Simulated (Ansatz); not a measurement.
# Formation energy and levels of the vacancy V_N in AlN (F-43m), part 2 of 2

Charge states of V_N in AlN (F-43m), set against the band edges. Model: a cell of 96 host atoms with 1 N taken out.

Ansatz; place-levels on r2SCAN runs: charge-transition levels and formation energies with image-charge correction and potential alignment at the atomic sites; PAW set soft_1.

So far: Starting point; What was run first.

## 3. Levels against the band edges, r2SCAN

A charged cell interacts with its images and the background, and its potential has another zero than the host's. place-levels removes the first by a point-charge model, screened by the static dielectric constant since the ions have relaxed around the charge, and the second by comparing potentials at atoms far from the defect.

The host is a run of the defect-free crystal in the same cutoffs, grids and k-points, so that basis and sampling errors cancel in part in the differences. The host is run in a cell of 2 atoms on a matching mesh. Its band edges are searched through the zone by a band path, so the gap is smaller than, or equal to, that on the mesh. Chemical potentials are energies per atom of N (N2 molecule), run with the same functional and cutoff.

Contents of levels.point.yaml:

```yaml
host:
  run: host.point.run
states: [qm1.point.run, q0_M1.point.run, qp1.point.run, qp2_M1.point.run, qp3.point.run, qm1_M2.point.run, qp3_M2.point.run]
geometry_from:
  qm1.point.run: qm1.relax.run
  q0_M1.point.run: q0_M1.relax.run
  qp1.point.run: qp1.relax.run
  qp2_M1.point.run: qp2_M1.relax.run
  qp3.point.run: qp3.relax_smeared.run
  qm1_M2.point.run: qm1_M2.relax.run
  qp3_M2.point.run: qp3_M2.relax.run
  host.point.run: host.relax.run
chemical_potentials:
  "N":
    energy: -384.814403
    dataset: "<sha256 of the dataset>"
epsilon: 4.64
static_epsilon: 8.51
vertical:
  - { from: qm1.point.run, to: qm1.point_neutral.run }
  - { from: qp1.point.run, to: qp1.point_neutral.run }
  - { from: qp2_M1.point.run, to: qp2_M1.point_neutral.run }
  - { from: qp3.point.run, to: qp3.point_neutral.run }
  - { from: qm1_M2.point.run, to: qm1_M2.point_neutral.run }
  - { from: qp3_M2.point.run, to: qp3_M2.point_neutral.run }
```

The run is started by

```
$ ansatz place-levels levels.point.yaml -- --threads 4 --pin off --max-ram 15073MiB
```

Log:

```text
[... repeated set-up lines and file paths are left out, and long positions are rounded to six places ...]
(+3/+2) 0.059 eV beneath the valence edge, in the valence band
(+2/+1) 0.450 eV above the valence edge, 3.483 eV under the conduction edge
(+1/0) 3.581 eV above the valence edge, 0.353 eV under the conduction edge
(0/-1) 4.189 eV above the valence edge, in the conduction band
formation energy of charge +3: +2.329 eV with the Fermi level at the valence edge
formation energy of charge +2: +2.270 eV with the Fermi level at the valence edge
formation energy of charge +1: +2.720 eV with the Fermi level at the valence edge
formation energy of charge 0: +6.301 eV with the Fermi level at the valence edge
formation energy of charge -1: +10.490 eV with the Fermi level at the valence edge
vertical -1 to 0: no energy, since no alignment is typed
  the change from vertical[0].from (qm1.point.run) to vertical[0].to (qm1.point_neutral.run): by its potential at epsilon 4.64 it stands at 0.414 0.565 0.564, with an rms radius of about 2.3 Å (1.4 1.3 1.3 Å across the planes of the cell's vectors); [...]
vertical +1 to 0: no energy, since no alignment is typed
  the change from vertical[1].from (qp1.point.run) to vertical[1].to (qp1.point_neutral.run): by its potential at epsilon 4.64 it stands at 0.410 0.557 0.557, with an rms radius of about 4.2 Å (2.1 2.6 2.6 Å across the planes of the cell's vectors); [...]
vertical +2 to 0: no energy, since no alignment is typed
  the change from vertical[2].from (qp2_M1.point.run) to vertical[2].to (qp2_M1.point_neutral.run): by its potential at epsilon 4.64 it stands at 0.405 0.550 0.551, with an rms radius of about 3.2 Å (1.5 2.0 2.0 Å across the planes of the cell's vectors); [...]
vertical +3 to 0: no energy, since no alignment is typed
  the change from vertical[3].from (qp3.point.run) to vertical[3].to (qp3.point_neutral.run): by its potential at epsilon 4.64 it stands at 0.402 0.547 0.548, with an rms radius of about 2.6 Å (1.2 1.6 1.6 Å across the planes of the cell's vectors); [...]
vertical -1 to 0: no energy, since no alignment is typed
  the change from vertical[4].from (qm1_M2.point.run) to vertical[4].to (qm1_M2.point_neutral.run): by its potential at epsilon 4.64 it stands at 0.392 0.577 0.582, with an rms radius of about 2.1 Å (1.2 1.3 1.2 Å across the planes of the cell's vectors); [...]
vertical +3 to 0: no energy, since no alignment is typed
  the change from vertical[5].from (qp3_M2.point.run) to vertical[5].to (qp3_M2.point_neutral.run): by its potential at epsilon 4.64 it stands at 0.409 0.547 0.547, with an rms radius of about 4.4 Å (1.9 2.8 2.8 Å across the planes of the cell's vectors); [...]
  edges by r2scan, gap 3.933 eV; the host is sampled to repeats of 22.28 Å
  the defect's cells are sampled to repeats of 22.28 Å, like sampling
  charge +3: -44197.9688 eV with its correction of +1.799 eV, at epsilon 8.51, aligned at sites: -0.1233 eV, mean over 61 atomic sites at or beyond 4.63 Å from the defect at [0.4167, 0.5625, 0.5625], with +0.027659 for the charge's moments and without [...]
  charge +2: -44191.3428 eV with its correction of +0.767 eV, at epsilon 8.51, aligned at sites: -0.0982 eV, mean over 61 atomic sites at or beyond 4.63 Å from the defect at [0.4167, 0.5625, 0.5625], with +0.017030 for the charge's moments and without [...]
  charge +1: -44184.2071 eV with its correction of +0.159 eV, at epsilon 8.51, aligned at sites: -0.0824 eV, mean over 61 atomic sites at or beyond 4.63 Å from the defect at [0.4167, 0.5625, 0.5625], with +0.008401 for the charge's moments and without [...]
  charge 0: +0.000 eV for its dipole among its images, +0.000 omitted
  charge -1: -44163.0666 eV with its correction of +0.289 eV, at epsilon 8.51, aligned at sites: -0.0476 eV, mean over 61 atomic sites at or beyond 4.63 Å from the defect at [0.4167, 0.5625, 0.5625], with -0.002732 for the charge's moments and without [...]
  charge +3: states[6] (qp3_M2.point.run) stands 0.762 eV higher, with a moment of 2.00 μB against 0.00
  states[6] (qp3_M2.point.run): levels filled in part (TS 0.002 eV): its energy is of no whole electron's
  charge -1: states[0] (qm1.point.run) stands 0.083 eV higher, with a moment of 0.00 μB against 2.00
  of states[4] (qp3.point.run): it parts from the run that its charge is read beside by 3 carriers, of which the mean alone is read, by its potential at epsilon 4.64, taken for that of held ions (one typed too small widens it): that is narrow, but one of them [...]
  of states[3] (qp2_M1.point.run): it parts from the run at its places by a charge that spreads by about 1.5 Å along one vector (1.3 Å or more is wide), by its potential at epsilon 4.64, taken for that of held ions (one typed too small widens it), where the [...]
  of states[2] (qp1.point.run): it parts from the run at its places by a charge that spreads by about 2.1 Å along one vector (1.3 Å or more is wide), by its potential at epsilon 4.64, taken for that of held ions (one typed too small widens it), where the cell [...]
  of states[1] (q0_M1.point.run): stability_check_not_made
  of states[5] (qm1_M2.point.run): stability_check_not_made
  of states[6] (qp3_M2.point.run): it parts from the run at its places by a charge that spreads by about 2.8 Å along one vector (1.7 Å or more is wide), by its potential at epsilon 4.64, taken for that of held ions (one typed too small widens it), where the [...]
  of states[0] (qm1.point.run): it parts from the run at its places by a charge that spreads by about 1.4 Å along one vector (1.3 Å or more is wide), by its potential at epsilon 4.64, taken for that of held ions (one typed too small widens it), where the cell [...]
  of vertical[0].from (qm1.point.run): it parts from the run at its places by a charge that spreads by about 1.4 Å along one vector (1.3 Å or more is wide), by its potential at epsilon 4.64, taken for that of held ions (one typed too small widens it), where [...]
  of vertical[0].to (qm1.point_neutral.run): stability_check_not_made
  of vertical[1].from (qp1.point.run): it parts from the run at its places by a charge that spreads by about 2.1 Å along one vector (1.3 Å or more is wide), by its potential at epsilon 4.64, taken for that of held ions (one typed too small widens it), where [...]
  vertical[1].to (qp1.point_neutral.run): levels filled in part (TS 0.003 eV): its energy is of no whole electron's
  of vertical[1].to (qp1.point_neutral.run): its moments are held at its close (magnetization.spin_locking), by a field of 0.016 eV a Bohr magneton, and its energy and levels are of the state that this holds: a run that lets them go can end lower; [...]
  of vertical[2].from (qp2_M1.point.run): stability_check_not_made; [...]
  vertical[2].to (qp2_M1.point_neutral.run): levels filled in part (TS 0.003 eV): its energy is of no whole electron's
  of vertical[2].to (qp2_M1.point_neutral.run): its moments are held at its close (magnetization.spin_locking), by a field of 0.186 eV a Bohr magneton, and its energy and levels are of the state that this holds: a run that lets them go can end lower; [...]
  of vertical[3].from (qp3.point.run): it parts from the run that its charge is read beside by 3 carriers, of which the mean alone is read, by its potential at epsilon 4.64, taken for that of held ions (one typed too small widens it): that is narrow, but one [...]
  vertical[3].to (qp3.point_neutral.run): levels filled in part (TS 0.003 eV): its energy is of no whole electron's
  of vertical[3].to (qp3.point_neutral.run): its moments are held at its close (magnetization.spin_locking), by a field of 0.112 eV a Bohr magneton, and its energy and levels are of the state that this holds: a run that lets them go can end lower; [...]
  of vertical[4].from (qm1_M2.point.run): stability_check_not_made
  of vertical[4].to (qm1_M2.point_neutral.run): stability_check_not_made
  vertical[5].from (qp3_M2.point.run): levels filled in part (TS 0.002 eV): its energy is of no whole electron's
  of vertical[5].from (qp3_M2.point.run): its moments are held at its close (magnetization.spin_locking), by a field of 0.312 eV a Bohr magneton, and its energy and levels are of the state that this holds: a run that lets them go can end lower; [...]
  vertical[5].to (qp3_M2.point_neutral.run): levels filled in part (TS 0.003 eV): its energy is of no whole electron's
  of vertical[5].to (qp3_M2.point_neutral.run): its moments are held at its close (magnetization.spin_locking), by a field of 0.184 eV a Bohr magneton, and its energy and levels are of the state that this holds: a run that lets them go can end lower; [...]
```

It took 0.81 s on 4 threads of Arm Neoverse V2, shared host.

Levels between the charges placed, in eV above the valence top:

```
        gap (eV)  (+3/+2)  (+2/+1)  (+1/0)  (0/−1)
r2SCAN      3.93    -0.06     0.45    3.58    4.19
```

Corrections by state:

```
charge  moment (μB)  image terms and alignment (eV)  band filling (eV)  ε used  over the lowest of its charge, as the program ranks them, band filling apart (eV)
    +3          0.0                           1.799                  -    8.51                                                                              0.000
    +2          1.0                           0.767                  -    8.51                                                                              0.000
    +1          0.0                           0.159                  -    8.51                                                                              0.000
     0          1.0                           0.000                  -       -                                                                              0.000
    −1          2.0                           0.289                  -    8.51                                                                              0.000
    +3          2.0                           1.507                  -    8.51                                                                              0.762
    −1          0.0                           0.294                  -    8.51                                                                              0.083
```

The charged structures listed were also run neutral, and place-levels reads from each pair, by the potential or the spins, how wide the charge is by which they differ; that can be the carrier of either run.

```
charge  rms radius (Å)  spread where it is widest against the cell (Å)  wide from (Å)  reading
    +3             2.6                                            1.25           1.31   narrow
    +2             3.2                                            1.52           1.31     wide
    +1             4.2                                            2.07           1.31     wide
    −1             2.1                                            1.17           1.31   narrow
```

The neutral runs of these pairs need not share the spin of the lowest neutral state, and very wide values only mean spread over the cell.

From the program's caveats on the states, each cut to its opening words:

- charge +3: it parts from the run that its charge is read beside by 3 carriers, of which the mean alone is read, by its potential at epsilon 4.64, taken for that of held [...]
- charge +3: its alignment with the host at atomic sites is doubtful: the mean over the far sites moves by -0.1317 eV from their farther parts to their nearer, more than [...]
- charge +3: the far atoms show a dipole or second moment of the defect's charge, for which the correction takes or leaves out 0.084 eV: further moments aren't read, and [...]
- charge +2 (1 μB): it parts from the run at its places by a charge that spreads by about 1.5 Å along one vector (1.3 Å or more is wide), by its potential at epsilon 4.64, taken [...]
- charge +2 (1 μB): its alignment with the host at atomic sites is doubtful: the mean over the far sites moves by -0.0840 eV from their farther parts to their nearer, more than [...]
- charge +2 (1 μB), 0 (1 μB), −1 (2 μB), +3 (2 μB): flagged: stability check not made
- charge +1: it parts from the run at its places by a charge that spreads by about 2.1 Å along one vector (1.3 Å or more is wide), by its potential at epsilon 4.64, taken [...]
- charge +3 (2 μB): it parts from the run at its places by a charge that spreads by about 2.8 Å along one vector (1.7 Å or more is wide), by its potential at epsilon 4.64, taken [...]
- charge +3 (2 μB): its moments are held at its close (magnetization.spin_locking), by a field of 0.312 eV a Bohr magneton, and its energy and levels are of the state that this [...]
- charge −1: it parts from the run at its places by a charge that spreads by about 1.4 Å along one vector (1.3 Å or more is wide), by its potential at epsilon 4.64, taken [...]

The host's formation energy from the elements is -1.603 eV per atom; it sets how far the chemical potentials can move.

Limit set by the element alone; other compounds of these elements are not counted. Chemical potentials from the elements' reference states: Al 0.00 eV, N -3.21 eV. Formation energies (Al-rich), with the Fermi level at the valence top and at the conduction bottom (gap 3.93 eV):

```
charge  at valence top (eV)  at conduction bottom (eV)  correction included (eV)
    +3                -0.88                      10.92                      1.80
    +2                -0.94                       6.93                      0.77
    +1                -0.49                       3.45                      0.16
     0                 3.10                       3.10                      0.00
    −1                 7.28                       3.35                      0.29
```

Fermi level (eV), lowest formation energy (eV) and a bar from the least value:
```
     0.00      -0.94 
     0.36      -0.22 #####
     0.71       0.23 #########
     1.07       0.59 ###########
     1.43       0.94 ##############
     1.79       1.30 #################
     2.15       1.66 ###################
     2.50       2.02 ######################
     2.86       2.38 #########################
     3.22       2.73 ###########################
     3.58       3.09 ##############################
     3.93       3.10 ##############################
```

Limit set by the element alone; other compounds of these elements are not counted. Chemical potentials from the elements' reference states: N 0.00 eV, Al -3.21 eV. Formation energy by charge state (N-rich; gap 3.93 eV):

```
charge  at valence top (eV)  at conduction bottom (eV)  correction included (eV)
    +3                 2.33                      14.13                      1.80
    +2                 2.27                      10.14                      0.77
    +1                 2.72                       6.65                      0.16
     0                 6.30                       6.30                      0.00
    −1                10.49                       6.56                      0.29
```

Fermi level (eV), lowest formation energy (eV) and a bar from the least value:
```
     0.00       2.27 
     0.36       2.98 #####
     0.71       3.43 #########
     1.07       3.79 ###########
     1.43       4.15 ##############
     1.79       4.51 #################
     2.15       4.87 ###################
     2.50       5.22 ######################
     2.86       5.58 #########################
     3.22       5.94 ###########################
     3.58       6.30 ##############################
     3.93       6.30 ##############################
```

## 4. What came out

| Quantity | Value |
| --- | --- |
| gap of the host | 3.93 eV (r2SCAN) |
| level (plus 3/plus 2) | 0.06 eV below the valence top |
| level (plus 2/plus 1) | 0.45 eV above the valence top |
| level (plus 1/0) | 3.58 eV above the valence top |
| level (0/minus 1) | 4.19 eV above the valence top, past the conduction bottom |
| lowest of the charges placed, just above the valence top (0.02 eV) | +2 |
| lowest of the charges placed, just below the conduction bottom (0.02 eV) | 0 |
| lowest formation energy at mid-gap of the charges run, Al-rich | 1.48 eV |
| lowest formation energy at mid-gap of the charges run, N-rich | 4.69 eV |

**Reading.** Of the charges placed (−1, 0, +1, +2 and +3), the lowest changes at 0.45 eV (+2/+1) and 3.58 eV (+1/0) above the valence top, in a gap of 3.93 eV. (+2/+1) lies nearer to a band edge than the share of the finite-size correction in it (0.61 eV), and that correction holds for a localised charge alone. (+3/+2) lies 0.06 eV from a band edge, less than the doubt on such levels. States placed: +3 at 0 μB and 2 μB; +2 at 1 μB; +1 at 0 μB; 0 at 1 μB; −1 at 2 μB and 0 μB. Other spin states or structures, where not listed, weren't placed. Corrections reach 1.8 eV, so the cell is small for these charges and their levels are rough. The program doubts the alignment of potentials for at least one state, a sign that the cell is small. Keep in mind: r2SCAN makes the gap too small and tends to spread out bound carriers; where a gas molecule sets a chemical potential or the host's formation energy, its binding is uncorrected; force components of up to 0.14 eV/Å remain in a run at the final settings.

[Logs are printed without paths, hosts, clocks, repeated set-up lines and the standing remarks that a program may print on its own settings, such as how far it seeks lower states.]

[Hosts, paths, dates, database ids (printed as entryN), source tags and the programs' standing remarks are cut or masked in the printed files.]

[Where a table of states has a column of steps, it counts the stored structures, which are thinned; the runs took as many ionic steps or more.]

[A defect's name tells the site on which it was built; relaxed atoms can leave that site.]

[For some hosts the program warned that the k-mesh of the response run may be too coarse for force constants and the static dielectric constant; such warnings are not shown here.]
